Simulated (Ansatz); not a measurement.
# LiAlF4: complex band structure

Wanted: the relaxed cell of LiAlF4, its band edges and its decay constants. It is built by putting Li for Rb in the RbAlF4 structure of space group P4/mmm, with the volume rescaled by atomic radii. The parent structure comes from the Materials Project.

Program: Ansatz 0.2.0. Level of theory: LDA DFT, plane waves, PAW files, in the first sound run; inputs show where later runs differ. Results are calculated unless marked as measured.

The structure was built from a prototype and need not be the compound's stable phase.

**1. The starting structure**

Symmetry: P4/mmm, No. 123, tetragonal system. Conventional cell: a = 3.184 Å, b = 3.184 Å, c = 5.478 Å, α = 90.00°, β = 90.00°, γ = 90.00°. Nearest to Li lie 8 F at 2.55 Å. Al has 6 F at 1.54 to 1.59 Å nearest. Nearest to F lie 1 Al at 1.54 Å. F has 2 Al at 1.59 Å nearest. It derives from RbAlF4. Li for Rb in the RbAlF4 structure of space group P4/mmm. Farther neighbours and most contacts between anions are not listed.

**2. Cell and atoms at rest**

The substituted atoms don't fit the parent's cell, so cell and atoms relax together. A small smearing keeps the run stable in case the gap closes on the way.

input.yaml reads:

```yaml
crystal:
  lattice:
    - [3.1844411503, 0.0, 0.0]
    - [0.0, 3.1844411503, 0.0]
    - [0.0, 0.0, 5.478222217]
  atoms:
    - { symbol: Li, position: [0.0, 0.0, 0.0] }
    - { symbol: Al, position: [0.5, 0.5, 0.5] }
    - { symbol: F, position: [0.5, 0.5, 0.78163173] }
    - { symbol: F, position: [0.5, 0.5, 0.21836827] }
    - { symbol: F, position: [0.5, 0.0, 0.5] }
    - { symbol: F, position: [0.0, 0.5, 0.5] }
kpoints:
  mp_grid: { grid: [6, 6, 4] }
scf:
  occupations: { method: gaussian, width: 0.03 }
hamiltonian:
  xc: lda
output:
  forces: true
  stress: true
relax:
  f_tol: 0.02
  max_steps: 60
  cell: {}
```

Command:

```sh
> ansatz run input.yaml --threads 2 --pin off --max-ram 4096MiB --backend cpu --events-out ev --progress --plain --runs-dir out
```

Numbers of over 12 decimals in the logs are rounded to 6 here.

The program printed:

```text
Engine: ansatz 0.2.0, x86_64-unknown-linux-gnu
Pseudopotentials: kind: paw
Pseudopotential: Li, paw, valence charge 3, recommended cutoff 420 eV (normal), Li.paw.azcp
Pseudopotential: Al, paw, valence charge 3, recommended cutoff 420 eV (normal), Al.paw.azcp
Pseudopotential: F, paw, valence charge 7, recommended cutoff 420 eV (normal), F.paw.azcp
Functional definition: SPW92
  exchange = slater_x
  correlation = pw_c
Crystal: 6 atoms, lattice volume = 55.553 Å³
Basis set: ecut = 420 eV, 1083 PW (Γ)
Bands: 23, of which v1, the nominal top of the filled ones, is band 17 counted from 1 (16 counted from 0)
Symmetry: 16 space group operations
Space group: P4/mmm (ITA 123), of the structure as read, at distance tolerance 3.8e-5 Å
k-points: 30 of 144
Non-local potential: Li, projectors of the file, l = 0: 3, l = 1: 2, l = 2: 1
Non-local potential: Al, projectors of the file, l = 0: 2, l = 1: 2, l = 2: 1
Non-local potential: F, projectors of the file, l = 0: 2, l = 1: 2, l = 2: 1
PAW form: soft (Blöchl's): semilocal exchange-correlation on the pseudo side does not see the compensation charge
PAW frozen core: Al, regenerated for the run's functional, and the local potential with it (the file was generated under x = pbe(κ = 0.804, μ = 0.219515), c = pbe(β = 0.066725))
PAW frozen core: F, regenerated for the run's functional, and the local potential with it (the file was generated under x = pbe(κ = 0.804, μ = 0.219515), c = pbe(β = 0.066725))
PAW one-centre angular grid: Li, 110 points (default); XC on 64 Gauss nodes
PAW one-centre angular grid: Al, 110 points (default); XC on 64 Gauss nodes
PAW one-centre angular grid: F, 110 points (default); XC on 64 Gauss nodes
Initial density: superposition of atomic densities (neutral atoms: chi_scale 0, normalization atom), corrected by the library's trained network
Initial wavefunctions: pseudopotential atomic-orbital guess
Functional: x = slater, c = lda
SCF iter   1: F=—  HF=-3894.239872 eV  |F-HF|=—  |Δ(HF+E_count)|=         —  Δρ=2.16e-2  dr2=1.67e-1  ethr=1.77e-3  ⟨swp⟩=8.1  Hψ=3654  notcnv=0  defer=1
preconditioner: auto → none  [insulator: Δε(μ)=6.202 eV  Ē_g=19.948 eV  σ=0.030 eV  W_gap=1.00  n_scr=16 (ndim 8)  ℏωp=28.2 eV  f_vac=0.154  D(μ)=0.00/eV (n_scr^D=0)  ε∞_Penn≈3.0]
SCF iter   2: F=—  HF=-3894.184986 eV  |F-HF|=—  |Δ(HF+E_count)|=   5.49e-2  Δρ=7.51e-3  dr2=1.15e-2  ethr=4.90e-4  ⟨swp⟩=2.1  Hψ=1465  notcnv=0  defer=50
SCF iter   3: F=—  HF=-3894.180358 eV  |F-HF|=—  |Δ(HF+E_count)|=   4.63e-3  Δρ=1.87e-3  dr2=7.67e-4  ethr=3.37e-5  ⟨swp⟩=2.0  Hψ=1190  notcnv=0  defer=50
SCF iter   4: F=—  HF=-3894.180044 eV  |F-HF|=—  |Δ(HF+E_count)|=   3.14e-4  Δρ=9.51e-4  dr2=2.85e-4  ethr=2.25e-6  ⟨swp⟩=2.0  Hψ=1201  notcnv=0  defer=50
SCF iter   5: F=—  HF=-3894.179954 eV  |F-HF|=—  |Δ(HF+E_count)|=   9.06e-5  Δρ=9.46e-5  dr2=2.05e-6  ethr=8.37e-7  ⟨swp⟩=2.1  Hψ=1003  notcnv=0  defer=50
SCF iter   6: F=—  HF=-3894.179950 eV  |F-HF|=—  |Δ(HF+E_count)|=   3.85e-6  Δρ=1.17e-5  dr2=4.11e-8  ethr=2.94e-10  ⟨swp⟩=3.0  Hψ=2617  notcnv=0
SCF iter   7: F=-3894.179950 eV  HF=-3894.179950 eV  |F-HF|=2.70e-10  |Δ(HF+E_count)|=   4.63e-9  Δρ=2.41e-6  dr2=1.21e-9  ethr=1.21e-10  ⟨swp⟩=2.0  Hψ=2223  notcnv=0
SCF 1 converged in 7 iterations: F = -3894.179950 eV  dr2 = 1.21e-9
  greatest PAW one-centre occupation: 0.999 electrons in one spin orbital (limit 2), on the Li atom at site 0 (counted from 0), in its partial waves of l = 0
relax step   1: F+E_penalty+E_count = -3894.17994987 eV  Δ(F+E_penalty+E_count) = +0.000e0 eV  max|allowed force component| = 8.268e0 eV/Å  Δτ_max = 0.0000 Å  P = +59.175 GPa  Ω = 55.553 Å³  (7 SCF iters, dr2 threshold 1.00e-7 eV, accepted)
Crystal: 6 atoms, lattice volume = 60.404 Å³
Basis set: ecut = 420 eV, 1187 PW (Γ)
Initial density: handed on by an earlier stage of this run
Initial wavefunctions: those handed on with the density
iter 1 solved again at ethr=4.62e-4 eV; its pass at ethr=3.10e-3 eV (dr2=1.57e-1 eV) is discarded
SCF iter   1: F=—  HF=-3896.054694 eV  |F-HF|=—  |Δ(HF+E_count)|=         —  Δρ=2.07e-2  dr2=1.54e-1  ethr=4.62e-4  ⟨swp⟩=1.2  Hψ=4121  notcnv=0
preconditioner: auto → none  [insulator: Δε(μ)=6.040 eV  Ē_g=19.272 eV  σ=0.030 eV  W_gap=1.00  n_scr=16 (ndim 8)  ℏωp=27.0 eV  f_vac=0.176  D(μ)=0.00/eV (n_scr^D=0)  ε∞_Penn≈3.0]
SCF iter   2: F=—  HF=-3895.990020 eV  |F-HF|=—  |Δ(HF+E_count)|=   6.47e-2  Δρ=6.96e-3  dr2=1.14e-2  ethr=4.52e-4  ⟨swp⟩=2.7  Hψ=1401  notcnv=0
SCF iter   3: F=—  HF=-3895.983320 eV  |F-HF|=—  |Δ(HF+E_count)|=   6.70e-3  Δρ=2.30e-3  dr2=1.46e-3  ethr=3.36e-5  ⟨swp⟩=2.0  Hψ=1439  notcnv=0  defer=44
SCF iter   4: F=—  HF=-3895.982146 eV  |F-HF|=—  |Δ(HF+E_count)|=   1.17e-3  Δρ=5.49e-4  dr2=1.02e-4  ethr=4.30e-6  ⟨swp⟩=2.0  Hψ=1133  notcnv=0  defer=45
SCF iter   5: F=—  HF=-3895.982117 eV  |F-HF|=—  |Δ(HF+E_count)|=   2.89e-5  Δρ=2.71e-4  dr2=2.38e-5  ethr=3.00e-7  ⟨swp⟩=2.0  Hψ=1061  notcnv=0  defer=45
SCF iter   6: F=—  HF=-3895.982110 eV  |F-HF|=—  |Δ(HF+E_count)|=   7.12e-6  Δρ=4.93e-5  dr2=6.73e-7  ethr=7.01e-8  ⟨swp⟩=2.3  Hψ=993  notcnv=0  defer=45
SCF iter   7: F=-3895.982110 eV  HF=-3895.982110 eV  |F-HF|=2.62e-9  |Δ(HF+E_count)|=   1.86e-7  Δρ=5.95e-6  dr2=9.61e-9  ethr=1.76e-9  ⟨swp⟩=4.0  Hψ=2139  notcnv=0
SCF 2 converged in 7 iterations: F = -3895.982110 eV  dr2 = 9.61e-9
relax step   2: F+E_penalty+E_count = -3895.98210984 eV  Δ(F+E_penalty+E_count) = -1.802e0 eV  max|allowed force component| = 4.413e0 eV/Å  Δτ_max = 0.0438 Å  P = +31.087 GPa  Ω = 60.404 Å³  energy of the carried Pulay correction = -2.951e-2 eV  (7 SCF iters, dr2 threshold 6.00e-7 eV, accepted)
Crystal: 6 atoms, lattice volume = 67.941 Å³
Basis set: ecut = 420 eV, 1335 PW (Γ)
iter 1 solved again at ethr=5.93e-4 eV; its pass at ethr=3.10e-3 eV (dr2=2.02e-1 eV) is discarded
SCF iter   1: F=—  HF=-3896.971669 eV  |F-HF|=—  |Δ(HF+E_count)|=         —  Δρ=2.20e-2  dr2=1.95e-1  ethr=5.93e-4  ⟨swp⟩=1.2  Hψ=4172  notcnv=0
preconditioner: auto → none  [insulator: Δε(μ)=5.745 eV  Ē_g=18.332 eV  σ=0.030 eV  W_gap=1.00  n_scr=16 (ndim 8)  ℏωp=25.5 eV  f_vac=0.211  D(μ)=0.00/eV (n_scr^D=0)  ε∞_Penn≈2.9]
SCF iter   2: F=—  HF=-3896.897153 eV  |F-HF|=—  |Δ(HF+E_count)|=   7.45e-2  Δρ=7.74e-3  dr2=1.97e-2  ethr=5.74e-4  ⟨swp⟩=2.4  Hψ=1345  notcnv=0
SCF iter   3: F=—  HF=-3896.888462 eV  |F-HF|=—  |Δ(HF+E_count)|=   8.69e-3  Δρ=2.60e-3  dr2=2.21e-3  ethr=5.78e-5  ⟨swp⟩=2.0  Hψ=1315  notcnv=0  defer=24
SCF iter   4: F=—  HF=-3896.887429 eV  |F-HF|=—  |Δ(HF+E_count)|=   1.03e-3  Δρ=1.53e-3  dr2=9.91e-4  ethr=6.49e-6  ⟨swp⟩=2.2  Hψ=1157  notcnv=0  defer=25
SCF iter   5: F=—  HF=-3896.886993 eV  |F-HF|=—  |Δ(HF+E_count)|=   4.36e-4  Δρ=2.37e-4  dr2=1.83e-5  ethr=2.91e-6  ⟨swp⟩=2.2  Hψ=1204  notcnv=0  defer=27
SCF iter   6: F=—  HF=-3896.886986 eV  |F-HF|=—  |Δ(HF+E_count)|=   6.99e-6  Δρ=5.36e-5  dr2=9.39e-7  ethr=5.38e-8  ⟨swp⟩=2.4  Hψ=1099  notcnv=0  defer=27
SCF iter   7: F=-3896.886986 eV  HF=-3896.886986 eV  |F-HF|=3.12e-10  |Δ(HF+E_count)|=   1.96e-8  Δρ=4.95e-6  dr2=7.98e-9  ethr=1.76e-9  ⟨swp⟩=4.0  Hψ=2238  notcnv=0
SCF 3 converged in 7 iterations: F = -3896.886986 eV  dr2 = 7.98e-9
relax step   3: F+E_penalty+E_count = -3896.88698630 eV  Δ(F+E_penalty+E_count) = -9.049e-1 eV  max|allowed force component| = 1.372e0 eV/Å  Δτ_max = 0.0250 Å  P = +4.588 GPa  Ω = 67.941 Å³  energy of the carried Pulay correction = -7.078e-2 eV  (7 SCF iters, dr2 threshold 6.00e-7 eV, accepted)
[... from here on, the SCF cycles and remarks between the steps are left out ...]
relax step   4: F+E_penalty+E_count = -3896.93643473 eV  Δ(F+E_penalty+E_count) = -4.945e-2 eV  max|allowed force component| = 1.648e-1 eV/Å  Δτ_max = 0.0639 Å  P = +1.522 GPa  Ω = 67.761 Å³  energy of the carried Pulay correction = -6.985e-2 eV  (6 SCF iters, dr2 threshold 6.00e-7 eV, accepted)
relax step   5: F+E_penalty+E_count = -3896.94927164 eV  Δ(F+E_penalty+E_count) = -1.284e-2 eV  max|allowed force component| = 1.229e-1 eV/Å  Δτ_max = 0.0200 Å  P = -1.255 GPa  Ω = 69.202 Å³  energy of the carried Pulay correction = -7.720e-2 eV  (6 SCF iters, dr2 threshold 6.00e-7 eV, accepted)
relax step   6: F+E_penalty+E_count = -3896.95681356 eV  Δ(F+E_penalty+E_count) = -7.542e-3 eV  max|allowed force component| = 1.325e-2 eV/Å  Δτ_max = 0.0014 Å  P = +0.186 GPa  Ω = 68.605 Å³  energy of the carried Pulay correction = -7.418e-2 eV  (5 SCF iters, dr2 threshold 6.00e-7 eV, accepted)
relax step   7: F+E_penalty+E_count = -3896.95649956 eV  Δ(F+E_penalty+E_count) = +3.140e-4 eV  max|allowed force component| = 1.268e-3 eV/Å  Δτ_max = 0.0001 Å  P = +0.007 GPa  Ω = 68.675 Å³  energy of the carried Pulay correction = -7.453e-2 eV  (3 SCF iters, dr2 threshold 1.01e-7 eV, accepted)
relax step   8: F+E_penalty+E_count = -3897.24138530 eV  Δ(F+E_penalty+E_count) = -2.849e-1 eV  max|allowed force component| = 2.978e-2 eV/Å  Δτ_max = 0.0000 Å  P = +6.100 GPa  Ω = 68.675 Å³  stress off target by 6.37e0 GPa  SCF on the basis re-selected at this cell (its energy is not comparable with the rows above)  (8 SCF iters)
relax step   9: F+E_penalty+E_count = -3897.29196643 eV  Δ(F+E_penalty+E_count) = -5.058e-2 eV  max|allowed force component| = 2.497e-2 eV/Å  Δτ_max = 0.0143 Å  P = +1.942 GPa  Ω = 71.553 Å³  energy of the carried Pulay correction = -2.027e-2 eV  (6 SCF iters, dr2 threshold 6.00e-7 eV, accepted)
relax step  10: F+E_penalty+E_count = -3897.28875697 eV  Δ(F+E_penalty+E_count) = +3.209e-3 eV  max|allowed force component| = 2.261e-2 eV/Å  Δτ_max = 0.0091 Å  P = +0.148 GPa  Ω = 73.055 Å³  energy of the carried Pulay correction = -3.358e-2 eV  (5 SCF iters, dr2 threshold 6.00e-7 eV, accepted)
relax step  11: F+E_penalty+E_count = -3897.28725789 eV  Δ(F+E_penalty+E_count) = +1.499e-3 eV  max|allowed force component| = 5.656e-3 eV/Å  Δτ_max = 0.0019 Å  P = -0.003 GPa  Ω = 73.224 Å³  energy of the carried Pulay correction = -3.522e-2 eV  (5 SCF iters, dr2 threshold 5.97e-8 eV, accepted)
relax step  12: F+E_penalty+E_count = -3897.32662913 eV  Δ(F+E_penalty+E_count) = -3.937e-2 eV  max|allowed force component| = 1.718e-3 eV/Å  Δτ_max = 0.0000 Å  P = +0.303 GPa  Ω = 73.224 Å³  stress off target by 3.38e-1 GPa  SCF on the basis re-selected at this cell (its energy is not comparable with the rows above)  (6 SCF iters)
relax step  13: F+E_penalty+E_count = -3897.32521034 eV  Δ(F+E_penalty+E_count) = +1.419e-3 eV  max|allowed force component| = 4.935e-3 eV/Å  Δτ_max = 0.0019 Å  P = -0.011 GPa  Ω = 73.516 Å³  energy of the carried Pulay correction = -1.703e-3 eV  (4 SCF iters, dr2 threshold 2.86e-7 eV, accepted)
iter 1 solved again at ethr=1.16e-7 eV; its pass at ethr=3.10e-3 eV (dr2=3.94e-5 eV) is discarded
SCF iter   1: F=—  HF=-3897.326770 eV  |F-HF|=—  |Δ(HF+E_count)|=         —  Δρ=6.80e-5  dr2=4.97e-7  ethr=1.16e-7  ⟨swp⟩=2.9  Hψ=5366  notcnv=0
preconditioner: auto → none  [insulator: Δε(μ)=5.760 eV  Ē_g=17.903 eV  σ=0.030 eV  W_gap=1.00  n_scr=16 (ndim 8)  ℏωp=24.5 eV  f_vac=0.211  D(μ)=0.00/eV (n_scr^D=0)  ε∞_Penn≈2.9]
SCF iter   2: F=—  HF=-3897.326773 eV  |F-HF|=—  |Δ(HF+E_count)|=   2.76e-6  Δρ=3.09e-5  dr2=1.78e-7  ethr=1.46e-9  ⟨swp⟩=2.0  Hψ=1114  notcnv=0
SCF iter   3: F=—  HF=-3897.326773 eV  |F-HF|=—  |Δ(HF+E_count)|=   2.85e-7  Δρ=1.74e-5  dr2=2.44e-8  ethr=5.25e-10  ⟨swp⟩=2.0  Hψ=1103  notcnv=0
SCF iter   4: F=—  HF=-3897.326773 eV  |F-HF|=—  |Δ(HF+E_count)|=   1.35e-7  Δρ=8.01e-6  dr2=5.39e-9  ethr=7.16e-11  ⟨swp⟩=2.1  Hψ=1038  notcnv=0
SCF iter   5: F=—  HF=-3897.326773 eV  |F-HF|=—  |Δ(HF+E_count)|=   2.74e-8  Δρ=1.90e-6  dr2=2.38e-10  ethr=1.59e-11  ⟨swp⟩=2.2  Hψ=1105  notcnv=0
SCF iter   6: F=-3897.326773 eV  HF=-3897.326773 eV  |F-HF|=2.91e-11  |Δ(HF+E_count)|=   2.23e-9  Δρ=2.19e-7  dr2=3.43e-12  ethr=1.00e-12  ⟨swp⟩=4.0  Hψ=2243  notcnv=0
SCF 14 converged in 6 iterations: F = -3897.326773 eV  dr2 = 3.43e-12
relax step  14: F+E_penalty+E_count = -3897.32677295 eV  Δ(F+E_penalty+E_count) = -1.563e-3 eV  max|allowed force component| = 4.880e-3 eV/Å  Δτ_max = 0.0000 Å  P = +0.003 GPa  Ω = 73.516 Å³  stress off target by 1.83e-2 GPa  SCF on the basis re-selected at this cell (its energy is not comparable with the rows above)  (6 SCF iters)
basis re-selected at this cell: Δ(F+E_penalty+E_count) = -1.563e-3 eV, ΔP = +0.014 GPa vs the last step (what re-selecting the basis moved, of the pressure what is left beyond the Pulay correction that the steps carried, after the strain that the cell walked since its last selection, with what the two solves' SCF thresholds leave and, on support functions, any second-order correction that the steps lacked; it is no m [...]
SCF converged after 6 iterations
Free energy (F): -3897.326773 eV
Harris-Foulkes:  -3897.326773 eV  (|F-HF|=2.91e-11)
Internal energy: -3897.326773 eV  (E = F + TS)
E sigma→0 (E₀):  -3897.326773 eV
Fermi energy:    2.735360 eV
--- Per-component energies (eV) ---
  E_band       = -303.913941
  E_kinetic    = 874.607497
  E_local      = -3032.495617  (includes V_loc(G=0)·N_el)
  E_nonlocal   = 280.450767
  E_hartree    = 1154.130983
  E_xc         = -363.367716
  E_vxc        = -448.826536  (∫ρ·V_xc dr)
  E_paw        = -1213.903384  (= ΣΔE_a)
  E_vpaw       = -285.920053  (= ΣTr[D̂ρ^β])
  E_aug_tail   = 0.008103  (compensation charges beyond the density's cutoff)
  E_ewald      = -1597.266129
  E_core_change = 0.508723  (= ΣΔE_core)
  E_smearing   = -0.000000  (= −TS)
  E_closure    = -0.000000  (closes the sum)
  Σ components = -3897.326773   (vs F -3897.326773, Δ=0.00e0)
--- Forces (eV/Å), atoms counted from 1 ---
  atom   1  Li    -0.00000000    -0.00000000     0.00000000
  atom   2  Al     0.00000000     0.00000000     0.00000000
  atom   3  F      0.00000000     0.00000000    -0.00487970
  atom   4  F      0.00000000     0.00000000     0.00487970
  atom   5  F      0.00000000    -0.00000000     0.00000000
  atom   6  F      0.00000000     0.00000000     0.00000000
  max |Σ_I F_I| component: 3.01e-30 eV/Å
--- Stress (GPa, compression-positive) ---
       -0.004652       0.000000       0.000000
        0.000000      -0.004652       0.000000
        0.000000       0.000000       0.018273
  P = ⅓ Tr σ = 0.0030 GPa (0.030 kbar)
--- Relaxed structure (11 steps of the walk, 11 accepted, 3 SCFs on fresh bases) ---
  F+E_penalty+E_count = -3897.32677295 eV   max|allowed force component| = 4.880e-3 eV/Å   (the final SCF, on the basis selected at the relaxed cell)
  cell:  # Å, volume = 73.5164 Å³
    - [3.513618, 0, 0.0]
    - [0, 3.513618, 0.0]
    - [0.0, 0.0, 5.954911]
  atoms:
    - { symbol: Li, position: [0, 0, 0] }
    - { symbol: Al, position: [0.5, 0.5, 0.500000] }
    - { symbol: F, position: [0.5, 0.5, 0.797505] }
    - { symbol: F, position: [0.5, 0.5, 0.202495] }
    - { symbol: F, position: [0.5, 0, 0.500000] }
    - { symbol: F, position: [0, 0.5, 0.500000] }
```

It took 15 s on 2 threads of Intel Xeon Platinum 8488C (Sapphire Rapids), shared host; peak memory 0.4 GiB.

The steps of the relaxation:

```tsv
step	energy less that of the first step (eV)	largest force component (eV/Å)	pressure (GPa)	volume (Å³)
1	0.0000	8.2683	59.17	55.55
2	-1.8022	4.4130	31.09	60.40
3	-2.7070	1.3724	4.59	67.94
4	-2.7565	0.1648	1.52	67.76
5	-2.7693	0.1229	-1.26	69.20
6	-2.7769	0.0132	0.19	68.60
7	-2.7765	0.0013	0.01	68.68
8*	-3.0614	0.0298	6.10	68.68
9	-3.1120	0.0250	1.94	71.55
10	-3.1088	0.0226	0.15	73.06
11	-3.1073	0.0057	0.00	73.22
12*	-3.1467	0.0017	0.30	73.22
13	-3.1453	0.0049	-0.01	73.52
14*	-3.1468	0.0049	0.00	73.52
```

Relaxation steps marked * repeat the geometry before them on a plane-wave basis chosen anew for their cell, so energy and pressure can jump there.

Forces are held to the 16 operations that the run works with; a distortion that breaks them can't arise in this run.

```tsv
conventional cell, symmetrised	before	after	change
a (Å)	3.184	3.514	+10.3 %
b (Å)	3.184	3.514	+10.3 %
c (Å)	5.478	5.955	+8.7 %
volume (Å³/atom)	9.26	12.25	+32.3 %
```

The atoms that moved most (Å, as changes of fractional coordinates times the final cell):

```tsv
atom	dx	dy	dz	length
F4	0.000	0.000	-0.095	0.095
F3	0.000	0.000	0.095	0.095
```

Final coordinates:

```cif
data_structure
_symmetry_space_group_name_H-M 'P 1'
_symmetry_Int_Tables_number 1
_cell_length_a 3.5136
_cell_length_b 3.5136
_cell_length_c 5.9549
_cell_angle_alpha 90.000
_cell_angle_beta 90.000
_cell_angle_gamma 90.000
_cell_volume 73.52
loop_
_atom_site_label
_atom_site_type_symbol
_atom_site_fract_x
_atom_site_fract_y
_atom_site_fract_z
_atom_site_occupancy
Li1 Li 0.00000 0.00000 0.00000 1
Al2 Al 0.50000 0.50000 0.50000 1
F3 F 0.50000 0.50000 0.79751 1
F4 F 0.50000 0.50000 0.20249 1
F5 F 0.50000 0.00000 0.50000 1
F6 F 0.00000 0.50000 0.50000 1
```

Numbers from this step:

- free energy: -3897.3268 eV
- Fermi energy: 2.735 eV
- pressure: 0.002989 GPa

The largest force component on a free atom ends at 0.0049 eV/Å.

(Part 1 of 3 ends here.)

[Logs are printed without paths, hosts, clocks, repeated set-up lines and the standing remarks that a program may print on its own settings, such as how far it seeks lower states.]

[Hosts, paths, dates, database ids (printed as entryN), source tags and the programs' standing remarks are cut or masked in the printed files.]
